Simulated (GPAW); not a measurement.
# OH/Ir(111) in an electric field

Aim: the dipole that a field along the normal induces in OH/Ir(111).

Program: GPAW 26.7.0. Level of theory: GPAW, PAW setups; slab in vacuum, relaxation, in the first sound run; inputs show where later runs differ. Results are calculated unless marked as measured.

## Step 1: The starting structure

The cell holds 6 atoms: 4 Ir, 1 O and 1 H. Cell: a = 2.715 Å, b = 2.715 Å, c = 22.983 Å, α = 90.0°, β = 90.0°, γ = 60.0°. Vacuum lies along c.

Coordinates:

```
Ir O H
1.0
     2.71529    0.00000    0.00000
     1.35765    2.35151    0.00000
     0.00000    0.00000   22.98285
Ir O H
4 1 1
Direct
  0.00000 0.00000 0.30457
  0.33333 0.33333 0.40104
  0.66667 0.66667 0.49750
  0.00000 0.00000 0.59397
  0.66667 0.66667 0.65278
  0.66667 0.66667 0.69543
```

## Step 2: Relaxation

The atoms are relaxed first, since the surface dipole, and with it the work function, follows the positions of the outer layers. The lowest 2 atoms are held at bulk positions and keep their forces.

The input, run.py:

```python
import json
import numpy as np
from ase import Atoms
from ase.constraints import FixAtoms
from ase.optimize import BFGS
from gpaw import GPAW, PW

slab = Atoms(
    ['Ir', 'Ir', 'Ir', 'Ir', 'O', 'H'],
    positions=[
        [0.00000, 0.00000, 7.00000],
        [1.35765, 0.78384, 9.21703],
        [2.71529, 1.56767, 11.43405],
        [0.00000, 0.00000, 13.65108],
        [2.71529, 1.56767, 15.00285],
        [2.71529, 1.56767, 15.98285]],
    cell=[[2.71529, 0.0, 0.0], [1.35765, 2.35151, 0.0], [0.0, 0.0, 22.98285]],
    pbc=[True, True, False])

slab.calc = GPAW(mode=PW(500), xc='PBE', kpts={'size': (13, 13, 1), 'gamma': True},
                 occupations={'name': 'fermi-dirac', 'width': 0.1}, nbands='160%',
                 convergence={'density': 1e-05}, maxiter=200,
                 poissonsolver={'dipolelayer': 'xy'},
                 symmetry={'tolerance': 1e-3, 'extra_ids': [1, 1, 0, 0, 0, 0]}, txt='slab.txt')
result = {}
slab.set_constraint(FixAtoms([0, 1]))
path = []
opt = BFGS(slab, maxstep=0.2)
opt.attach(lambda: path.append((slab.get_potential_energy(), slab.positions.tolist(), slab.get_forces().tolist())))
result['relaxed'] = bool(opt.run(fmax=0.03, steps=40))
result['path'] = path
energy = slab.get_potential_energy()
fermi = slab.calc.get_fermi_level()
v = slab.calc.get_electrostatic_potential().mean((0, 1)) - fermi
n = slab.calc.get_pseudo_density().mean((0, 1))
L = slab.cell[2, 2]
z = np.arange(len(v)) * L / len(v)
low, high = slab.positions[:, 2].min(), slab.positions[:, 2].max()
below, above = np.interp([low - 4.8, high + 4.8], z, v)
slopes = [np.interp(x, z, np.gradient(v, z)) for x in (low - 4.8, high + 4.8)]
eps = np.array([[slab.calc.get_eigenvalues(k, s) for k in range(len(slab.calc.get_ibz_k_points()))]
                for s in range(slab.calc.get_number_of_spins())]) - fermi
top, bottom = eps[eps < 0].max(), eps[eps > 0].min()
dipole = slab.get_dipole_moment()[2]
print(f'energy {energy:.4f} eV, Fermi level {fermi:.4f} eV, dipole {dipole:.5f} e A')
print(f'potential 4.8 A off the faces, from the Fermi level: lower {below:.4f} eV, upper {above:.4f} eV')
print(f'slope of the potential there: lower {slopes[0]:.5f}, upper {slopes[1]:.5f} eV/A')
print(f'nearest levels on the mesh: {top:.4f} and {bottom:.4f} eV')
print('magnetic moment', round(slab.get_magnetic_moment(), 3))
result.update(energy=energy, fermi=fermi, dipole=dipole, below=below, above=above, slopes=slopes, edges=[top, bottom],
              z=z.tolist(), v=v.tolist(), n=n.tolist(), positions=slab.positions.tolist(),
              forces=slab.get_forces(apply_constraint=False).tolist(), moments=slab.get_magnetic_moments().tolist())
json.dump(result, open('result.json', 'w'))
```

Launch:

```bash
$ OMP_NUM_THREADS=1 OPENBLAS_NUM_THREADS=1 python run.py
```

What it wrote:

```text
Step          Energy          fmax
BFGS:    0      -43.767876        4.532769
BFGS:    1      -44.159621        2.846386
BFGS:    2      -44.443104        1.343431
BFGS:    3      -44.480369        0.706671
BFGS:    4      -44.507868        0.526891
BFGS:    5      -44.517997        0.394389
BFGS:    6      -44.526849        0.559022
BFGS:    7      -44.545512        0.664624
BFGS:    8      -44.571091        0.612393
BFGS:    9      -44.582614        0.408107
BFGS:   10      -44.594282        0.050754
BFGS:   11      -44.594408        0.015877
energy -44.5090 eV, Fermi level 3.8125 eV, dipole 0.10154 e A
potential 4.8 A off the faces, from the Fermi level: lower 5.5744 eV, upper 2.7026 eV
slope of the potential there: lower -0.00001, upper 0.00040 eV/A
nearest levels on the mesh: -0.0009 and 0.0091 eV
magnetic moment 0.0
```

Run time: 29 min. Hardware: 1 thread of Arm Neoverse V1, shared host; peak memory 0.27 GiB.

This run has no spin polarisation, although Ir can carry a moment.

Step by step:

```
step  energy less that of the first step (eV)  largest force (eV/Å)
   1                                   0.0000                4.5328
   2                                  -0.3955                2.8464
   3                                  -0.6855                1.3434
   4                                  -0.7219                0.7067
   5                                  -0.7488                0.5269
   6                                  -0.7589                0.3944
   7                                  -0.7678                0.5590
   8                                  -0.7868                0.6646
   9                                  -0.8131                0.6124
  10                                  -0.8248                0.4081
  11                                  -0.8364                0.0508
  12                                  -0.8364                0.0159
```

The atoms that moved most (Å):

```
atom     dx     dy      dz  length
  H6  0.000  0.000   0.330   0.330
  O5  0.000  0.000   0.327   0.327
 Ir4  0.000  0.000  -0.038   0.038
 Ir3  0.000  0.000   0.014   0.014
```

Final coordinates:

```xyz
6
Lattice="2.7153 0.0000 0.0000 1.3576 2.3515 0.0000 0.0000 0.0000 22.9829" Properties=species:S:1:pos:R:3
Ir    0.0000    0.0000    7.0000
Ir    1.3576    0.7838    9.2170
Ir    2.7153    1.5677   11.4482
Ir    0.0000    0.0000   13.6133
O     2.7153    1.5677   15.3298
H     2.7153    1.5677   16.3128
```

Numbers from this step:

| Quantity | Value |
| --- | --- |
| dipole along the normal | 0.1015 e·Å |
| levels nearest the Fermi level on the mesh | -8.71e-4, 0.009074 eV from the Fermi level |
| upper work function | 2.703 eV |
| lower work function | 5.574 eV |

The electrostatic potential energy of an electron (without an applied field's), less the Fermi level, planar mean oscillates, so the rows of the table below give means over windows of 2.2 Å about each position, cut where the curve ends. Its maxima inside the range that stand out by 2 % of the span (Å: eV): 1.5: 5.57, 8.1: -1.78, 10.3: -1.90, 12.5: -2.58, 14.7: -0.765, 16.0: 1.29. Its minima: 7.0: -30.9, 9.2: -31.4, 11.5: -31.4, 13.6: -31.3, 15.3: -10.7, 16.4: -0.296.

Electrostatic potential energy of an electron (without an applied field's), less the Fermi level, planar mean against z; means over each step:

```csv
z (Å),"electrostatic potential energy of an electron (without an applied field's), less the Fermi level, planar mean (eV)"
1.10,5.45
3.30,5.56
5.50,1.05
7.70,-14.5
9.90,-14.8
12.10,-15.5
14.30,-14.1
16.50,0.275
18.70,2.67
20.90,2.70
```

The pseudo valence density, planar mean oscillates, so the rows of the table below give means over windows of 2.11 Å about each position, cut where the curve ends. Its maxima inside the range that stand out by 2 % of the span (Å: e/Å³): 7.1: 2.20, 9.2: 2.28, 11.5: 2.27, 13.6: 2.30, 15.3: 1.14. Its minima: 8.0: 0.388, 10.3: 0.374, 12.4: 0.418, 14.6: 0.376.

Table of pseudo valence density, planar mean by z; means over each step:

```
z (Å)  pseudo valence density, planar mean (e/Å³)
 1.05                                           0
 3.17                                      3.0e-4
 5.28                                       0.102
 7.39                                        1.08
 9.50                                        1.09
11.61                                        1.10
13.72                                        1.09
15.83                                       0.511
17.94                                     0.00611
20.05                                      3.5e-5
```

The relaxation lowered the energy of the cell by 0.836 eV (energies extrapolated to zero smearing; the optimiser's log prints free energies). The largest force left on a free atom is 0.016 eV/Å.

## Step 3: The slab's potential

With the geometry fixed, the planar mean of the potential gives the vacuum level on each side.

This step: GPAW, PAW setups; slab in vacuum (GPAW 26.7.0).

run.py: that of step 2 with these lines changed.

```diff
@@ -3,4 +3,2 @@
 from ase import Atoms
-from ase.constraints import FixAtoms
-from ase.optimize import BFGS
 from gpaw import GPAW, PW
@@ -12,6 +10,6 @@
         [1.35765, 0.78384, 9.21703],
-        [2.71529, 1.56767, 11.43405],
-        [0.00000, 0.00000, 13.65108],
-        [2.71529, 1.56767, 15.00285],
-        [2.71529, 1.56767, 15.98285]],
+        [2.71529, 1.56767, 11.44825],
+        [-0.00000, 0.00000, 13.61333],
+        [2.71529, 1.56767, 15.32977],
+        [2.71529, 1.56767, 16.31282]],
     cell=[[2.71529, 0.0, 0.0], [1.35765, 2.35151, 0.0], [0.0, 0.0, 22.98285]],
@@ -23,10 +21,4 @@
                  poissonsolver={'dipolelayer': 'xy'},
-                 symmetry={'tolerance': 1e-3, 'extra_ids': [1, 1, 0, 0, 0, 0]}, txt='slab.txt')
+                 symmetry={'tolerance': 1e-3}, txt='slab.txt')
 result = {}
-slab.set_constraint(FixAtoms([0, 1]))
-path = []
-opt = BFGS(slab, maxstep=0.2)
-opt.attach(lambda: path.append((slab.get_potential_energy(), slab.positions.tolist(), slab.get_forces().tolist())))
-result['relaxed'] = bool(opt.run(fmax=0.03, steps=40))
-result['path'] = path
 energy = slab.get_potential_energy()
```

What it wrote:

```text
energy -44.5090 eV, Fermi level 3.8130 eV, dipole 0.10149 e A
potential 4.8 A off the faces, from the Fermi level: lower 5.5743 eV, upper 2.7007 eV
slope of the potential there: lower 0.00001, upper 0.00038 eV/A
nearest levels on the mesh: -0.0007 and 0.0087 eV
magnetic moment 0.0
```

Elapsed: 2.8 min, on 1 thread; peak memory 0.26 GiB.

Numbers from this step:

```yaml
levels_nearest_the_fermi_level_on_the_mesh: -6.62e-4, 0.008688 eV from the Fermi level
upper_work_function: 2.701 eV
```

Electrostatic potential energy of an electron (without an applied field's), less the Fermi level, planar mean against z:

z (Å), electrostatic potential energy of an electron (without an applied field's), less the Fermi level, planar mean (eV) and a bar from the least value:
```
      0.0        4.1 #############################
      0.5        5.6 ##############################
      1.0        5.6 ##############################
      1.5        5.6 ##############################
      2.0        5.6 ##############################
      2.5        5.6 ##############################
      3.0        5.6 ##############################
      3.5        5.6 ##############################
      4.0        5.6 ##############################
      4.5        5.5 ##############################
      5.0        5.2 ##############################
      5.5        4.2 #############################
      6.0        0.1 ##########################
      6.5      -14.4 ##############
      7.0      -30.8 
      7.5      -15.0 #############
      8.0       -2.1 ########################
      8.5       -7.5 ###################
      9.0      -27.4 ###
      9.5      -24.8 #####
     10.0       -5.8 #####################
     10.5       -3.0 #######################
     11.0      -17.8 ###########
     11.5      -31.3 
     12.0      -13.5 ##############
     12.5       -2.7 #######################
     13.0      -11.0 #################
     13.5      -30.1 #
     14.0      -20.6 #########
     14.5       -3.5 #######################
     15.0       -3.3 #######################
     15.5       -7.5 ###################
     16.0        1.3 ##########################
     16.5        0.3 ##########################
     17.0        2.1 ###########################
     17.5        2.5 ############################
     18.0        2.6 ############################
     18.5        2.7 ############################
     19.0        2.7 ############################
     19.5        2.7 ############################
     20.0        2.7 ############################
     20.5        2.7 ############################
     21.0        2.7 ############################
     21.5        2.7 ############################
     22.0        2.7 ############################
     22.5        2.7 ############################
```

The pseudo valence density, planar mean oscillates, so the rows of the table below give means over windows of 2.11 Å about each position, cut where the curve ends. Its maxima inside the range that stand out by 2 % of the span (Å: e/Å³): 7.1: 2.20, 9.2: 2.28, 11.5: 2.27, 13.6: 2.30, 15.3: 1.14. Its minima: 8.0: 0.388, 10.3: 0.374, 12.4: 0.418, 14.6: 0.376.

Pseudo valence density, planar mean against z; means over each step:

z (Å), pseudo valence density, planar mean (e/Å³) and a bar:
```
     1.05       0.00 
     3.17       0.00 
     5.28       0.10 ###
     7.39       1.08 ##############################
     9.50       1.09 ##############################
    11.61       1.10 ##############################
    13.72       1.09 ##############################
    15.83       0.51 ##############
    17.94       0.01 
    20.05       0.00
```

Force by atom:

```csv
atom,x (eV/Å),y (eV/Å),z (eV/Å),size
Ir1,0.000,0.000,0.141,0.141
Ir2,0.000,0.000,-0.167,0.167
Ir3,0.000,0.000,-0.006,0.006
Ir4,0.000,0.000,0.010,0.010
O5,0.000,0.000,-0.001,0.001
H6,0.000,0.000,-0.001,0.001
```

The potential is flat to 3.8e-4 eV/Å where it is read, so the vacuum is wide enough.

## Step 4: Field on

A uniform field along the normal polarises the slab; the atoms stay fixed, so this is the electronic response alone.

run.py: that of step 3 with these lines changed.

```diff
@@ -4,2 +4,3 @@
 from gpaw import GPAW, PW
+from gpaw.external import ConstantElectricField
 
@@ -21,2 +22,3 @@
                  poissonsolver={'dipolelayer': 'xy'},
+                 external=ConstantElectricField(-0.2, [0, 0, 1]),
                  symmetry={'tolerance': 1e-3}, txt='slab.txt')
```

What it wrote:

```text
energy -44.4967 eV, Fermi level 3.8488 eV, dipole 0.01955 e A
potential 4.8 A off the faces, from the Fermi level: lower 4.3489 eV, upper 3.7935 eV
slope of the potential there: lower 0.00016, upper 0.00070 eV/A
nearest levels on the mesh: -0.0042 and 0.0013 eV
magnetic moment 0.0
```

The job ended after 12 min (1 thread; peak memory 0.6 GiB).

Numbers from this step:

```
dipole along the normal                                         : 0.01955 e·Å
levels nearest the Fermi level on the mesh                      : -0.004178, 0.001269 eV from the Fermi level
potential below the slab, the applied field's own ramp left out : 4.349 eV from the Fermi level
potential above the slab, the applied field's own ramp left out : 3.793 eV from the Fermi level
```

The electrostatic potential energy of an electron (without an applied field's), less the Fermi level, planar mean oscillates, so the rows of the table below give means over windows of 2.2 Å about each position, cut where the curve ends. Its maxima inside the range that stand out by 2 % of the span (Å: eV): 8.1: -2.45, 10.3: -2.13, 12.5: -2.37, 14.7: -0.122, 16.0: 2.17. Its minima: 7.0: -31.8, 9.2: -31.8, 11.5: -31.4, 13.6: -30.9, 15.3: -9.91, 16.4: 0.650.

Table of electrostatic potential energy of an electron (without an applied field's), less the Fermi level, planar mean by z; means over each step:

z (Å), electrostatic potential energy of an electron (without an applied field's), less the Fermi level, planar mean (eV) and a bar from the least value:
```
     1.10        4.3 ##############################
     3.30        4.3 ##############################
     5.50       -0.1 #######################
     7.70      -15.3 
     9.90      -15.1 
    12.10      -15.4 
    14.30      -13.6 ###
    16.50        1.2 #########################
    18.70        3.8 #############################
    20.90        3.8 #############################
```

Force by atom:

| atom | x (eV/Å) | y (eV/Å) | z (eV/Å) | size |
| --- | --- | --- | --- | --- |
| Ir1 | 0.000 | 0.000 | 0.142 | 0.142 |
| Ir2 | 0.000 | 0.000 | -0.166 | 0.166 |
| Ir3 | 0.000 | 0.000 | -0.013 | 0.013 |
| Ir4 | 0.000 | 0.000 | -0.004 | 0.004 |
| O5 | 0.000 | 0.000 | 0.006 | 0.006 |
| H6 | 0.000 | 0.000 | 0.010 | 0.010 |

The dipole is now 0.0195 e Å, against 0.10 in the run without a field.

## Step 5: In a field

run.py: that of step 4 with these lines changed.

```diff
@@ -22,3 +22,3 @@
                  poissonsolver={'dipolelayer': 'xy'},
-                 external=ConstantElectricField(-0.2, [0, 0, 1]),
+                 external=ConstantElectricField(-0.1, [0, 0, 1]),
                  symmetry={'tolerance': 1e-3}, txt='slab.txt')
```

What it wrote:

```text
energy -44.5008 eV, Fermi level 3.8322 eV, dipole 0.06060 e A
potential 4.8 A off the faces, from the Fermi level: lower 4.9609 eV, upper 3.2421 eV
slope of the potential there: lower 0.00011, upper 0.00042 eV/A
nearest levels on the mesh: -0.0042 and 0.0003 eV
magnetic moment 0.0
```

It took 16 min on 1 thread; peak memory 0.6 GiB.

Numbers from this step:

```yaml
dipole_along_the_normal: 0.06060 e·Å
levels_nearest_the_fermi_level_on_the_mesh: -0.004161, 3.20e-4 eV from the Fermi level
potential_below_the_slab_the_applied_field_s_own_ramp_left_out: 4.961 eV from the Fermi level
potential_above_the_slab_the_applied_field_s_own_ramp_left_out: 3.242 eV from the Fermi level
```

The electrostatic potential energy of an electron (without an applied field's), less the Fermi level, planar mean oscillates, so the rows of the table below give means over windows of 2.2 Å about each position, cut where the curve ends. Its maxima inside the range that stand out by 2 % of the span (Å: eV): 1.5: 4.96, 8.1: -2.11, 10.3: -2.01, 12.5: -2.48, 14.7: -0.444, 16.0: 1.73. Its minima: 7.0: -31.3, 9.2: -31.6, 11.5: -31.4, 13.6: -31.1, 15.3: -10.3, 16.4: 0.176.

The electrostatic potential energy of an electron (without an applied field's), less the Fermi level, planar mean by z; means over each step:

z (Å), electrostatic potential energy of an electron (without an applied field's), less the Fermi level, planar mean (eV) and a bar from the least value:
```
     1.10        4.9 ##############################
     3.30        5.0 ##############################
     5.50        0.5 #######################
     7.70      -14.9 #
     9.90      -14.9 #
    12.10      -15.4 
    14.30      -13.8 ##
    16.50        0.7 ########################
    18.70        3.2 ###########################
    20.90        3.2 ###########################
```

Force by atom:

| atom | x (eV/Å) | y (eV/Å) | z (eV/Å) | size |
| --- | --- | --- | --- | --- |
| Ir1 | 0.000 | 0.000 | 0.142 | 0.142 |
| Ir2 | 0.000 | 0.000 | -0.166 | 0.166 |
| Ir3 | 0.000 | 0.000 | -0.010 | 0.010 |
| Ir4 | 0.000 | 0.000 | 0.003 | 0.003 |
| O5 | 0.000 | 0.000 | 0.003 | 0.003 |
| H6 | 0.000 | 0.000 | 0.004 | 0.004 |

The dipole is now 0.0606 e Å, against 0.10 in the run without a field.

## Step 6: In a field

run.py: that of step 5 with these lines changed.

```diff
@@ -22,3 +22,3 @@
                  poissonsolver={'dipolelayer': 'xy'},
-                 external=ConstantElectricField(-0.1, [0, 0, 1]),
+                 external=ConstantElectricField(-0.05, [0, 0, 1]),
                  symmetry={'tolerance': 1e-3}, txt='slab.txt')
```

What it wrote:

```text
energy -44.5044 eV, Fermi level 3.8228 eV, dipole 0.08101 e A
potential 4.8 A off the faces, from the Fermi level: lower 5.2677 eV, upper 2.9707 eV
slope of the potential there: lower 0.00004, upper 0.00040 eV/A
nearest levels on the mesh: -0.0002 and 0.0085 eV
magnetic moment 0.0
```

It took 14 min on 1 thread; peak memory 0.59 GiB.

## Step 7: Field on

run.py: that of step 6 with these lines changed.

```diff
@@ -22,3 +22,3 @@
                  poissonsolver={'dipolelayer': 'xy'},
-                 external=ConstantElectricField(-0.05, [0, 0, 1]),
+                 external=ConstantElectricField(0.05, [0, 0, 1]),
                  symmetry={'tolerance': 1e-3}, txt='slab.txt')
```

What it wrote:

```text
energy -44.5147 eV, Fermi level 3.8029 eV, dipole 0.12168 e A
potential 4.8 A off the faces, from the Fermi level: lower 5.8814 eV, upper 2.4319 eV
slope of the potential there: lower -0.00001, upper 0.00032 eV/A
nearest levels on the mesh: -0.0011 and 0.0088 eV
magnetic moment 0.0
```

Elapsed: 14 min, on 1 thread; peak memory 0.6 GiB.

[end of part 1 of 2]

[Logs are printed without paths, hosts, clocks, repeated set-up lines and the standing remarks that a program may print on its own settings, such as how far it seeks lower states.]

[Hosts, paths, dates, database ids (printed as entryN), source tags and the programs' standing remarks are cut or masked in the printed files.]
